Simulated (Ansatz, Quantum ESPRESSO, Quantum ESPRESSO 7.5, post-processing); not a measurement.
## The basal face of Ru: relaxation and work function

How much does the work function of Ru(0001) depend on the functional?

Main program and level: Quantum ESPRESSO 7.5; plane-wave DFT, PBE, GBRV ultrasoft pseudopotentials (geometry and cross-check by Ansatz 0.2.0 with PAW datasets; geometry under PBE).

The experiments to compare with:

For Ru (polycrystalline sample, no single face), “Anisotropic work function of elemental crystals” (2019, arxiv:1902.07811) quotes earlier work: work function, loosely compared (polycrystalline sample, no single face) 4.7 eV.

Report form: the programs' logs are mostly left out.

### Step 1. Starting point

The cell holds 6 atoms: 6 Ru. Cell: a = 2.700 Å, b = 2.700 Å, c = 26.692 Å, α = 90.0°, β = 90.0°, γ = 60.0°. It derives from Ru. Vacuum lies along c.

Structure file:

```cif
data_structure
_symmetry_space_group_name_H-M 'P 1'
_symmetry_Int_Tables_number 1
_cell_length_a 2.7000
_cell_length_b 2.7000
_cell_length_c 26.6920
_cell_angle_alpha 90.000
_cell_angle_beta 90.000
_cell_angle_gamma 60.000
_cell_volume 168.52
loop_
_atom_site_label
_atom_site_type_symbol
_atom_site_fract_x
_atom_site_fract_y
_atom_site_fract_z
_atom_site_occupancy
Ru1 Ru 0.66667 0.66667 0.29972 1
Ru2 Ru 0.00000 0.00000 0.37983 1
Ru3 Ru 0.66667 0.66667 0.45994 1
Ru4 Ru 0.00000 0.00000 0.54006 1
Ru5 Ru 0.66667 0.66667 0.62017 1
Ru6 Ru 0.00000 0.00000 0.70028 1
```

### Step 2. Relaxation with Ansatz of (0001)

A relaxation in Ansatz fixes the structure of this slab for the runs on it.

input.yaml reads:

```yaml
crystal:
  lattice:
    - [2.7, 0.0, 0.0]
    - [1.35, 2.3382685902, 0.0]
    - [0.0, 0.0, 26.692]
  atoms:
    - { symbol: Ru, position: [0.6666666667, 0.6666666667, 0.2997152705] }
    - { symbol: Ru, position: [0.0, 0.0, 0.3798291623] }
    - { symbol: Ru, position: [0.6666666667, 0.6666666667, 0.4599430541] }
    - { symbol: Ru, position: [0.0, 0.0, 0.5400569459] }
    - { symbol: Ru, position: [0.6666666667, 0.6666666667, 0.6201708377] }
    - { symbol: Ru, position: [0.0, 0.0, 0.7002847295] }
kpoints:
  mp_grid: { grid: [12, 12, 1] }
hamiltonian:
  xc: pbe
scf:
  occupations: { method: fermi_dirac, width: 0.1 }
  convergence: { dr2_threshold: 1.0e-08 }
efield:
  axis: 3
  dipole_correction: true
  ramp_position: 0.97
  ramp_width: 0.04
relax:
  f_tol: 0.01
  constraints: [{ sites: [2, 3] }]
output:
  write_potential: true
  write_density: true
  volumetric_format: npy
```

Launch:

```console
ansatz run input.yaml --threads 2 --pin off --max-ram 4096MiB --backend cpu --events-out ev --progress --plain --runs-dir out
```

The job ended after 38 s (2 threads of Arm Neoverse V1, shared host; peak memory 0.47 GiB).

The steps of the relaxation:

```tsv
step	energy less that of the first step (eV)	largest force component (eV/Å)
1	0.0000	0.6944
2	-0.0303	0.3272
3	-0.0397	0.0262
4	-0.0398	0.0038
```

Forces are held to the 6 operations that the run works with; a distortion that breaks them can't arise in this run.

The atoms that moved most (Å):

```tsv
atom	dx	dy	dz	length
Ru1	0.000	0.000	0.039	0.039
Ru6	0.000	0.000	-0.039	0.039
Ru5	0.000	0.000	0.024	0.024
Ru2	0.000	0.000	-0.024	0.024
```

The relaxed structure:

```cif
data_structure
_symmetry_space_group_name_H-M 'P 1'
_symmetry_Int_Tables_number 1
_cell_length_a 2.7000
_cell_length_b 2.7000
_cell_length_c 26.6920
_cell_angle_alpha 90.000
_cell_angle_beta 90.000
_cell_angle_gamma 60.000
_cell_volume 168.52
loop_
_atom_site_label
_atom_site_type_symbol
_atom_site_fract_x
_atom_site_fract_y
_atom_site_fract_z
_atom_site_occupancy
Ru1 Ru 0.66667 0.66667 0.30119 1
Ru2 Ru 0.00000 0.00000 0.37895 1
Ru3 Ru 0.66667 0.66667 0.45994 1
Ru4 Ru 0.00000 0.00000 0.54006 1
Ru5 Ru 0.66667 0.66667 0.62105 1
Ru6 Ru 0.00000 0.00000 0.69881 1
```

The relaxation lowers the energy by 7 meV an atom. Held were the atoms numbered 3 and 4; the forces quoted are those on the free ones.

Numbers from this step:

```
free energy                     : -35270.1681 eV
energy at zero smearing         : -35270.0686 eV
smearing term TS                : 0.1990 eV
Fermi energy                    : 8.849 eV
symmetry operations             : 6
work function of the upper face : 5.028 eV
work function of the lower face : 5.028 eV
dipole along the normal         : -8.56e-6 e·Å
```

### Step 3. Self-consistent run of (0001), PBE

Both faces of the slab are alike, so a plain periodic cell serves and symmetry is kept.

Level of this step: plane-wave DFT, PBE, GBRV ultrasoft pseudopotentials (Quantum ESPRESSO 7.5).

0001.pbe.in reads:

```
&control
  prefix = '0001.pbe'
  outdir = './out'
  pseudo_dir = './pseudo'
  calculation = 'scf'
  tprnfor = .true.
/
&system
  ibrav = 0
  nat = 6
  ntyp = 1
  ecutwfc = 40
  ecutrho = 200
  occupations = 'smearing'
  smearing = 'mv'
  degauss = 0.02
/
&electrons
  conv_thr = 1e-07
  mixing_beta = 0.4
  electron_maxstep = 120
  mixing_mode = 'local-TF'
/
ATOMIC_SPECIES
  Ru  101.0700  ru_pbe_v1.2.uspp.F.UPF
CELL_PARAMETERS angstrom
  2.69999999998962 0.00000000000000 0.00000000000000
  1.34999999999481 2.33826859020899 0.00000000000000
  0.00000000000000 0.00000000000000 26.69200000000000
ATOMIC_POSITIONS crystal
  Ru  0.666666666667 0.666666666667 0.301188887218
  Ru  -0.000000000000 -0.000000000000 0.378945365954
  Ru  0.666666666667 0.666666666667 0.459943054100
  Ru  0.000000000000 0.000000000000 0.540056945900
  Ru  0.666666666667 0.666666666667 0.621054642008
  Ru  -0.000000000000 0.000000000000 0.698811146468
K_POINTS automatic
  12 12 1 0 0 0
```

Launch:

```console
OMP_NUM_THREADS=1 mpirun -n 2 pw.x -nk 2 -in 0001.pbe.in > 0001.pbe.out
```

Run time: 97 s. Hardware: 2 MPI ranks; peak memory 0.29 GiB.

This step gave:

| Item | Value |
| --- | --- |
| free energy | -15856.0957 eV |
| Fermi energy | 8.965 eV |

### Step 4. Electrostatic potential of (0001)

The vacuum level is read from the electrostatic potential (plot_num = 11), averaged over planes.

0001.pbe.pot.in reads:

```
&inputpp
  prefix = '0001.pbe'
  outdir = './out'
  filplot = '0001.pbe.pot.dat'
  plot_num = 11
/
```

Launch:

```console
OMP_NUM_THREADS=1 mpirun -n 2 pp.x -in 0001.pbe.pot.in > 0001.pbe.pot.out
```

Wall time 0.93 s (2 MPI ranks); peak memory 0.12 GiB; 1.7 s of CPU time.

Numbers from this step:

- work function of the upper face: 5.025 eV
- slope of the potential above: 2.87e-4 eV/Å
- upper vacuum line continued to the top atoms, over the Fermi level: 5.024 eV
- work function of the lower face: 5.025 eV
- slope of the potential below: -2.32e-4 eV/Å
- lower vacuum line continued to the bottom atoms, over the Fermi level: 5.024 eV

The potential energy, planar mean oscillates, so the rows of the table below give means over windows of 2.11 Å about each position, cut where the curve ends. Its maxima inside the range that stand out by 2 % of the span (Å: eV): 9.1: -2.64, 11.2: -1.84, 13.3: -2.00, 15.5: -1.84, 17.6: -2.64. Its minima: 8.0: -48.7, 10.1: -49.3, 12.2: -48.8, 14.5: -48.8, 16.6: -49.3, 18.7: -48.7.

Electrostatic potential energy of an electron; zero at the Fermi level. Potential energy, planar mean against z; means over each step:

z (Å), potential energy, planar mean (eV) and a bar from the least value:
```
     1.05        5.0 ##############################
     3.17        5.0 ##############################
     5.28        4.9 ##############################
     7.39      -16.5 #####
     9.50      -21.0 
    11.61      -19.9 #
    13.72      -20.1 #
    15.83      -19.8 #
    17.94      -21.0 
    20.05       -0.8 #######################
    22.16        5.0 ##############################
    24.27        5.0 ##############################
    26.38        5.0 ##############################
```

### Step 5. SCF with pw.x of (0001), LDA

The same atoms under a second functional.

Level of this step: plane-wave DFT, LDA, GBRV ultrasoft pseudopotentials (Quantum ESPRESSO 7.5).

0001.lda.in is the input of step 3 with these lines changed:

```diff
@@ -1,3 +1,3 @@
 &control
-  prefix = '0001.pbe'
+  prefix = '0001.lda'
   outdir = './out'
@@ -24,3 +24,3 @@
 ATOMIC_SPECIES
-  Ru  101.0700  ru_pbe_v1.2.uspp.F.UPF
+  Ru  101.0700  ru_lda_v1.2.uspp.F.UPF
 CELL_PARAMETERS angstrom
```

Launch:

```console
OMP_NUM_THREADS=1 mpirun -n 2 pw.x -nk 2 -in 0001.lda.in > 0001.lda.out
```

It took 1.7 min on 2 MPI ranks; peak memory 0.29 GiB; 3.4 min of CPU time.

This step gave:

```
free energy  : -15870.2930 eV
Fermi energy : 8.628 eV
```

### Step 6. Electrostatic potential of (0001)

0001.lda.pot.in reads:

```
&inputpp
  prefix = '0001.lda'
  outdir = './out'
  filplot = '0001.lda.pot.dat'
  plot_num = 11
/
```

Launch:

```console
OMP_NUM_THREADS=1 mpirun -n 2 pp.x -in 0001.lda.pot.in > 0001.lda.pot.out
```

Elapsed: 0.9 s, on 2 MPI ranks; peak memory 0.12 GiB.

This step gave:

* work function of the upper face: 5.393 eV
* slope of the potential above: 2.15e-4 eV/Å
* upper vacuum line continued to the top atoms, over the Fermi level: 5.392 eV
* work function of the lower face: 5.393 eV
* slope of the potential below: -1.85e-4 eV/Å
* lower vacuum line continued to the bottom atoms, over the Fermi level: 5.392 eV

On (0001) the work function under LDA lies +0.37 eV from PBE's.

### Step 7. The series side by side

All levels:

```tsv
level	work function (eV)	Ansatz, PBE (eV)	CPU time (s)
(0001), PBE	5.025	5.028	192.9
(0001), LDA	5.393	-	201.7
```

### Step 8. Worked from the printed numbers

For (0001) under PBE, on the run's own zero: φ = 13.990 − (8.965) = 5.025 eV.

### Step 9. Results

```json
{
 "work function of (0001), PBE": "5.03 eV",
 "work function of (0001), LDA": "5.39 eV"
}
```

**Reading.** Under PBE the work function is 5.03 eV on (0001). LDA lies +0.37 eV from PBE on the same atoms. The top two spacings change by -2.9 and +1.1 % on (0001). Ansatz, with Fermi-Dirac smearing and its own datasets, agrees within 0.00 eV under PBE. The slabs are thin and unreconstructed, at the tabulated lattice constant; thickness and mesh leave some 0.05 to 0.1 eV open.

Comparison with the measured values:

```
                                                                     quantity  measured      (0001), PBE
work function, loosely compared (polycrystalline sample, no single face) (eV)       4.7  5.03 (+0.33 eV)
```

Measured values from arxiv:1902.07811 (2019).

How well it matches: The work function, set beside that of the polycrystal, is off by +0.33 eV. A polycrystal averages over faces, so this is a loose comparison.

[Logs are printed without paths, hosts, clocks, repeated set-up lines and the standing remarks that a program may print on its own settings, such as how far it seeks lower states.]

[Hosts, paths, dates, database ids (printed as entryN), source tags and the programs' standing remarks are cut or masked in the printed files.]

[Maps of the electrostatic potential energy from Ansatz leave out the sawtooth potential of an applied field or a dipole correction, so their vacuum need not be flat; planar profiles and work functions include it.]
